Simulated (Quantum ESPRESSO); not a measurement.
# Cr2O3 (Eskolaite): which magnetic order is lowest, part 2 of 2

Aim: find out which collinear order of Cr2O3 (Eskolaite) costs least.

Quantum ESPRESSO 7.5; LDA with U = 3.5 eV on Cr d (ortho-atomic projectors); plane waves with GBRV 1.5 LDA potentials, no spin-orbit coupling.

So far, absolute magnetization (μB): step 2 (run 1, typed as ferro ++++) 12.6.

**3. Run 2 (antiferro +−−+)**

The input, pw.in:

```
&CONTROL
  calculation = 'scf'
  prefix = 'pwscf'
  outdir = './tmp'
  pseudo_dir = './pseudo'
  disk_io = 'nowf'
/
&SYSTEM
  ibrav = 0
  nat = 10
  ntyp = 3
  ecutwfc = 40
  ecutrho = 280
  nbnd = 60
  occupations = 'smearing'
  smearing = 'fd'
  degauss = 0.00367493
  nspin = 2
  starting_magnetization(1) = 0.2143
  starting_magnetization(2) = -0.2143
  starting_magnetization(3) = 0
/
&ELECTRONS
  conv_thr = 2d-08
  electron_maxstep = 150
  mixing_beta = 0.3
/
ATOMIC_SPECIES
Cr1    51.9961 cr_lda_v1.5.uspp.F.UPF
Cr2    51.9961 cr_lda_v1.5.uspp.F.UPF
O      15.9990 o_lda_v1.2.uspp.F.UPF
CELL_PARAMETERS angstrom
   2.4785000000    1.4309626422    4.5307666667
  -2.4785000000    1.4309626422    4.5307666667
   0.0000000000   -2.8619252844    4.5307666667
ATOMIC_POSITIONS crystal
Cr1     0.3474800000    0.3474800000    0.3474800000
Cr2     0.1525200000    0.1525200000    0.1525200000
Cr2     0.6525200000    0.6525200000    0.6525200000
Cr1     0.8474800000    0.8474800000    0.8474800000
O       0.5558000000    0.9442000000    0.2500000000
O       0.2500000000    0.5558000000    0.9442000000
O       0.9442000000    0.2500000000    0.5558000000
O       0.4442000000    0.0558000000    0.7500000000
O       0.7500000000    0.4442000000    0.0558000000
O       0.0558000000    0.7500000000    0.4442000000
K_POINTS automatic
6 6 6 0 0 0
HUBBARD {ortho-atomic}
U Cr1-3d 3.5000
U Cr2-3d 3.5000
```

Run with:

```console
> OMP_NUM_THREADS=1 mpirun -n 4 pw.x -nk 4 -in pw.in > pw.out
```

Log:

```text
[banner, memory and clock lines left out]
Program PWSCF v.7.5 starts

     Message from routine setup:
     using ibrav=0 with symmetry is DISCOURAGED, use correct ibrav instead

     bravais-lattice index     =            0
     lattice parameter (alat)  =      10.1270  a.u.
     unit-cell volume          =     650.6340 (a.u.)^3
     number of atoms/cell      =           10
     number of atomic types    =            3
     number of electrons       =        92.00
     number of Kohn-Sham states=           60
     kinetic-energy cutoff     =      40.0000  Ry
     charge density cutoff     =     280.0000  Ry
     scf convergence threshold =      2.0E-08
     mixing beta               =       0.3000
     number of iterations used =            8  plain     mixing
     Exchange-correlation= SLA  PZ   NOGX NOGC
                           (   1   1   0   0   0   0   0)
     Hubbard projectors: ortho-atomic
     Hubbard parameters of DFT+U (Dudarev formulation) in eV:
     U(Cr1-3d) =  3.5000
     U(Cr2-3d) =  3.5000

     Internal variables: lda_plus_u =T, lda_plus_u_kind = 0

     Internal variables: orbital_resolved =F, hub_pot_fix =F, apply_U = F

     celldm(1)=  10.126969  celldm(2)=   0.000000  celldm(3)=   0.000000
     celldm(4)=   0.000000  celldm(5)=   0.000000  celldm(6)=   0.000000

     crystal axes: (cart. coord. in units of alat)
               a(1) = (   0.462496   0.267022   0.845456 )
               a(2) = (  -0.462496   0.267022   0.845456 )
               a(3) = (   0.000000  -0.534045   0.845456 )

     reciprocal axes: (cart. coord. in units 2 pi/alat)
               b(1) = (  1.081090  0.624167  0.394264 )
               b(2) = ( -1.081090  0.624167  0.394264 )
               b(3) = (  0.000000 -1.248335  0.394264 )

     PseudoPot. # 1 for Cr read from file:
     cr_lda_v1.5.uspp.F.UPF
     Pseudo is Ultrasoft + core correction, Zval = 14.0

     PseudoPot. # 2 for Cr read from file:
     cr_lda_v1.5.uspp.F.UPF
     Pseudo is Ultrasoft + core correction, Zval = 14.0

     PseudoPot. # 3 for O  read from file:
     o_lda_v1.2.uspp.F.UPF
     Pseudo is Ultrasoft + core correction, Zval =  6.0

     atomic species   valence    mass     pseudopotential
     Cr1              14.00    51.99610     Cr( 1.00)
     Cr2              14.00    51.99610     Cr( 1.00)
     O                 6.00    15.99900     O ( 1.00)

     Starting magnetic structure
     atomic species   magnetization
     Cr1             0.214
     Cr2            -0.214
     O               0.000

      6 Sym. Ops. (no inversion) found ( 3 have fractional translation)

   Cartesian axes

     site n.     atom                  positions (alat units)
         1        Cr1    tau(   1) = (  -0.0000000   0.0000000   0.8813373  )
         2        Cr2    tau(   2) = (   0.0000000   0.0000000   0.3868469  )
         3        Cr2    tau(   3) = (  -0.0000000   0.0000000   1.6550312  )
         4        Cr1    tau(   4) = (   0.0000000  -0.0000000   2.1495216  )
         5        O      tau(   5) = (  -0.1796336   0.2670224   1.4795483  )
         6        O      tau(   6) = (  -0.1414314  -0.2890785   1.4795483  )
         7        O      tau(   7) = (   0.3210650   0.0220561   1.4795483  )
         8        O      tau(   8) = (   0.1796336  -0.2670224   1.0568202  )
         9        O      tau(   9) = (   0.1414314   0.2890785   1.0568202  )
        10        O      tau(  10) = (  -0.3210650  -0.0220561   1.0568202  )

     number of k points=    32  Fermi-Dirac smearing, width (Ry)=  0.0037
                       cart. coord. in units 2pi/alat
        k(    1) = (   0.0000000   0.0000000   0.0000000), wk =   0.0046296
        k(    2) = (   0.0000000  -0.2080558   0.0657107), wk =   0.0277778
        k(    3) = (   0.0000000  -0.4161116   0.1314215), wk =   0.0277778
        k(    4) = (  -0.0000000   0.6241674  -0.1971322), wk =   0.0138889
        k(    5) = (  -0.1801816  -0.1040279   0.1314215), wk =   0.0277778
        [... 27 further k-points ...]

     Dense  grid:    51357 G-vectors     FFT dimensions: (  54,  54,  54)

     Smooth grid:    22277 G-vectors     FFT dimensions: (  48,  48,  48)

     Check: negative core charge=   -0.000009
     Generating pointlists ...
     new r_m :   0.1512 (alat units)  1.5312 (a.u.) for type    1
     new r_m :   0.1512 (alat units)  1.5312 (a.u.) for type    2
     new r_m :   0.1512 (alat units)  1.5312 (a.u.) for type    3

     Initial potential from superposition of free atoms

     starting charge      87.9999, renormalised to      92.0000

     STARTING HUBBARD OCCUPATIONS:

     =================== HUBBARD OCCUPATIONS ===================
     ------------------------ ATOM    1 ------------------------
     Tr[ns(  1)] (up, down, total) =   3.40000  0.00000  3.40000
     Atomic magnetic moment for atom   1 =   3.40000
     [... lines left out ...]
     ------------------------ ATOM    2 ------------------------
     Tr[ns(  2)] (up, down, total) =   0.00000  3.40000  3.40000
     Atomic magnetic moment for atom   2 =  -3.40000
     [... lines left out ...]
     ------------------------ ATOM    3 ------------------------
     Tr[ns(  3)] (up, down, total) =   0.00000  3.40000  3.40000
     Atomic magnetic moment for atom   3 =  -3.40000
     [... lines left out ...]
     ------------------------ ATOM    4 ------------------------
     Tr[ns(  4)] (up, down, total) =   3.40000  0.00000  3.40000
     Atomic magnetic moment for atom   4 =   3.40000
     [... lines left out ...]
     Number of occupied Hubbard levels =   13.6000

     Atomic wfc used for Hubbard projectors are orthogonalized

     Starting wfcs are   64 randomized atomic wfcs

     Self-consistent Calculation

     iteration #  1     ecut=    40.00 Ry     beta= 0.30
     Davidson diagonalization with overlap
     ethr =  1.00E-02,  avg # of iterations =  3.4

     =================== HUBBARD OCCUPATIONS ===================
     ------------------------ ATOM    1 ------------------------
     Tr[ns(  1)] (up, down, total) =   3.20399  0.38140  3.58539
     Atomic magnetic moment for atom   1 =   2.82259
     [... lines left out ...]
     ------------------------ ATOM    2 ------------------------
     Tr[ns(  2)] (up, down, total) =   0.38136  3.20436  3.58573
     Atomic magnetic moment for atom   2 =  -2.82300
     [... lines left out ...]
     ------------------------ ATOM    3 ------------------------
     Tr[ns(  3)] (up, down, total) =   0.38136  3.20436  3.58573
     Atomic magnetic moment for atom   3 =  -2.82300
     [... lines left out ...]
     ------------------------ ATOM    4 ------------------------
     Tr[ns(  4)] (up, down, total) =   3.20399  0.38140  3.58539
     Atomic magnetic moment for atom   4 =   2.82259
     [... lines left out ...]
     Number of occupied Hubbard levels =   14.3422

     negative rho (up, down):  1.916E-03 1.915E-03

     total energy              =    -894.89300379 Ry
     estimated scf accuracy    <       3.93506738 Ry

     total magnetization       =     0.00 Bohr mag/cell
     absolute magnetization    =    11.45 Bohr mag/cell

     iteration #  2     ecut=    40.00 Ry     beta= 0.30
     Davidson diagonalization with overlap
     ethr =  4.28E-03,  avg # of iterations =  2.4

     negative rho (up, down):  3.430E-03 3.429E-03

     total energy              =    -895.59641697 Ry
     estimated scf accuracy    <       0.24967366 Ry

     total magnetization       =     0.00 Bohr mag/cell
     absolute magnetization    =    12.14 Bohr mag/cell

     [... further iterations left out ...]

     iteration # 11     ecut=    40.00 Ry     beta= 0.30
     Davidson diagonalization with overlap
     ethr =  2.24E-09,  avg # of iterations =  2.0

     negative rho (up, down):  7.221E-03 7.221E-03

     total energy              =    -895.64510362 Ry
     estimated scf accuracy    <       0.00000003 Ry

     total magnetization       =    -0.00 Bohr mag/cell
     absolute magnetization    =    12.26 Bohr mag/cell

     iteration # 12     ecut=    40.00 Ry     beta= 0.30
     Davidson diagonalization with overlap
     ethr =  3.59E-11,  avg # of iterations =  2.5

     negative rho (up, down):  7.221E-03 7.221E-03

     Magnetic moment per site  (integrated on atomic sphere of radius R)
     atom   1 (R=0.151)  charge= 10.8360  magn=  2.4160
     atom   2 (R=0.151)  charge= 10.8360  magn= -2.4160
     atom   3 (R=0.151)  charge= 10.8360  magn= -2.4160
     atom   4 (R=0.151)  charge= 10.8360  magn=  2.4160
     atom   5 (R=0.151)  charge=  5.4556  magn= -0.0000
     atom   6 (R=0.151)  charge=  5.4556  magn= -0.0000
     atom   7 (R=0.151)  charge=  5.4556  magn= -0.0000
     atom   8 (R=0.151)  charge=  5.4556  magn= -0.0000
     atom   9 (R=0.151)  charge=  5.4556  magn= -0.0000
     atom  10 (R=0.151)  charge=  5.4556  magn= -0.0000

     End of self-consistent calculation

     =================== HUBBARD OCCUPATIONS ===================
     ------------------------ ATOM    1 ------------------------
     Tr[ns(  1)] (up, down, total) =   3.56764  0.60642  4.17406
     Atomic magnetic moment for atom   1 =   2.96122
     [... lines left out ...]
     ------------------------ ATOM    2 ------------------------
     Tr[ns(  2)] (up, down, total) =   0.60642  3.56763  4.17405
     Atomic magnetic moment for atom   2 =  -2.96122
     [... lines left out ...]
     ------------------------ ATOM    3 ------------------------
     Tr[ns(  3)] (up, down, total) =   0.60642  3.56763  4.17405
     Atomic magnetic moment for atom   3 =  -2.96122
     [... lines left out ...]
     ------------------------ ATOM    4 ------------------------
     Tr[ns(  4)] (up, down, total) =   3.56764  0.60642  4.17406
     Atomic magnetic moment for atom   4 =   2.96122
     [... lines left out ...]
     Number of occupied Hubbard levels =   16.6962

     [... lines left out ...]
     the Fermi energy is    12.5844 ev

!    total energy              =    -895.64510366 Ry
     estimated scf accuracy    <       0.00000001 Ry
     smearing contrib. (-TS)   =      -0.00000000 Ry
     internal energy E=F+TS    =    -895.64510366 Ry

     The total energy is F=E-TS. E is the sum of the following terms:
     one-electron contribution =    -366.75630228 Ry
     hartree contribution      =     231.65164000 Ry
     xc contribution           =    -132.29108081 Ry
     ewald contribution        =    -628.76144723 Ry
     Hubbard energy            =       0.51208667 Ry

     total magnetization       =     0.00 Bohr mag/cell
     absolute magnetization    =    12.26 Bohr mag/cell

     convergence has been achieved in  12 iterations
```

It took 67 s on 4 MPI ranks of Intel Xeon Platinum 8488C (Sapphire Rapids), shared host; peak memory 0.83 GiB.

Spin moment in the atom's sphere by atom:

```csv
atom,spin moment in the atom's sphere (μB)
Cr1,2.42
Cr2,-2.42
Cr3,-2.42
Cr4,2.42
O5,0.00
O6,0.00
O7,0.00
O8,0.00
O9,0.00
O10,0.00
```

Numbers from this step:

* smearing term TS: 7.88e-12 eV
* magnetization: 0 μB
* absolute magnetization: 12.26 μB
* final state: antiferromagnetic

**4. Run 3 (antiferro ++−−)**

pw.in, as its differences from that of step 3:

```diff
@@ -37,5 +37,5 @@
 Cr1     0.3474800000    0.3474800000    0.3474800000
-Cr2     0.1525200000    0.1525200000    0.1525200000
+Cr1     0.1525200000    0.1525200000    0.1525200000
 Cr2     0.6525200000    0.6525200000    0.6525200000
-Cr1     0.8474800000    0.8474800000    0.8474800000
+Cr2     0.8474800000    0.8474800000    0.8474800000
 O       0.5558000000    0.9442000000    0.2500000000
```

Log:

```text
     [... lines left out ...]
Program PWSCF v.7.5 starts
     [... lines left out ...]
     number of atoms/cell      =           10
     [... lines left out ...]
     number of electrons       =        92.00
     number of Kohn-Sham states=           60
     kinetic-energy cutoff     =      40.0000  Ry
     charge density cutoff     =     280.0000  Ry
     scf convergence threshold =      2.0E-08
     [... lines left out ...]
      6 Sym. Ops. (no inversion) found ( 3 have fractional translation)
     [... lines left out ...]
     number of k points=    32  Fermi-Dirac smearing, width (Ry)=  0.0037
     [... lines left out ...]
     iteration # 13     ecut=    40.00 Ry     beta= 0.30
     [... lines left out ...]
     Magnetic moment per site  (integrated on atomic sphere of radius R)
     atom   1 (R=0.151)  charge= 10.8373  magn=  2.4163
     atom   2 (R=0.151)  charge= 10.8373  magn=  2.4163
     atom   3 (R=0.151)  charge= 10.8373  magn= -2.4163
     atom   4 (R=0.151)  charge= 10.8373  magn= -2.4163
     atom   5 (R=0.151)  charge=  5.4556  magn= -0.0129
     atom   6 (R=0.151)  charge=  5.4556  magn= -0.0129
     atom   7 (R=0.151)  charge=  5.4556  magn= -0.0129
     atom   8 (R=0.151)  charge=  5.4556  magn=  0.0129
     atom   9 (R=0.151)  charge=  5.4556  magn=  0.0129
     atom  10 (R=0.151)  charge=  5.4556  magn=  0.0129
     [... lines left out ...]
     Tr[ns(  1)] (up, down, total) =   3.56590  0.60732  4.17322
     [... lines left out ...]
     Tr[ns(  2)] (up, down, total) =   3.56590  0.60732  4.17322
     [... lines left out ...]
     Tr[ns(  3)] (up, down, total) =   0.60732  3.56591  4.17323
     [... lines left out ...]
     Tr[ns(  4)] (up, down, total) =   0.60732  3.56591  4.17323
     [... lines left out ...]
     the Fermi energy is    12.2458 ev
!    total energy              =    -895.63567159 Ry
     estimated scf accuracy    <       0.00000002 Ry
     smearing contrib. (-TS)   =      -0.00000000 Ry
     [... lines left out ...]
     total magnetization       =     0.00 Bohr mag/cell
     absolute magnetization    =    12.21 Bohr mag/cell
     convergence has been achieved in  13 iterations
```

The job ended after 79 s (4 MPI ranks; peak memory 0.82 GiB).

Spin moment in the atom's sphere by atom:

```csv
atom,spin moment in the atom's sphere (μB)
Cr1,2.42
Cr2,2.42
Cr3,-2.42
Cr4,-2.42
O5,-0.01
O6,-0.01
O7,-0.01
O8,0.01
O9,0.01
O10,0.01
```

Read from the output:

```yaml
smearing_term_ts: 2.97e-11 eV
magnetization: 0 μB
absolute_magnetization: 12.21 μB
final_state: antiferromagnetic
```

**5. Energies of the orders**

An order is kept where moments of 0.15 μB or more survive with the typed signs; meshes match where a doubled cell samples the same k points as the first cell.

Orders:

```csv
start,final state,typed order kept,energy over the lowest (meV a seeded atom),largest site moment (μB),net moment (μB a cell of the first run),mesh matched,CPU time (s)
ferro ++++,ferromagnetic,yes,37.03,2.491,12,yes,281.5
antiferro +--+,antiferromagnetic,yes,0,2.416,0,yes,268.3
antiferro ++--,antiferromagnetic,yes,32.08,2.416,0,yes,314.1
```

**6. Couplings from the energies**

E = −Σ J e·e over ordered pairs of unit vectors, so each pair counts twice. As many shells are taken as there are differences of energy, so the couplings are solved for and no residual tests the model; further shells are folded in, and shells whose pairs keep their relative signs in all orders cancel and are not probed. Couplings from the energies:

```csv
pair,distance (Å),neighbours an atom,J (meV)
Cr-Cr,2.65,1,-16.04
Cr-Cr,2.888,3,-0.8251
```

**7. Occupations of the corrected shells in the lowest state**

Occupations of the Hubbard shells:

```csv
block,type,shell,spin,electrons,occupation numbers
1,Cr1,3d,up,3.568,0.312 0.312 0.978 0.983 0.983
1,Cr1,3d,down,0.6064,0.062 0.062 0.075 0.204 0.204
2,Cr2,3d,up,0.6064,0.062 0.062 0.075 0.204 0.204
2,Cr2,3d,down,3.568,0.312 0.312 0.978 0.983 0.983
3,Cr2,3d,up,0.6064,0.062 0.062 0.075 0.204 0.204
3,Cr2,3d,down,3.568,0.312 0.312 0.978 0.983 0.983
4,Cr1,3d,up,3.568,0.312 0.312 0.978 0.983 0.983
4,Cr1,3d,down,0.6064,0.062 0.062 0.075 0.204 0.204
```

**8. Results**

```yaml
lowest_state_found: antiferromagnetic (from antiferro +--+)
largest_site_moment: 2.42 μB
next_state_with_moments: antiferromagnetic, 32.1 meV a seeded atom higher
j_of_the_weightiest_shell: -16.0 meV
```

In words: The largest moment changes by 3.0 % between the kept orders, as for well localised moments. Only these 3 starts were compared; other wavevectors, canted and longer-period orders were not.

[Logs and program files are shortened in this print: banners, set-up blocks, solver, clock and traceback lines can be left out without a mark of their own.]

[Logs are printed without paths, hosts, clocks, repeated set-up lines and the standing remarks that a program may print on its own settings, such as how far it seeks lower states.]

[Hosts, paths, dates, database ids (printed as entryN), source tags and the programs' standing remarks are cut or masked in the printed files.]

[Where a cell is said to come from a database of computed structures, the database is the Materials Project.]
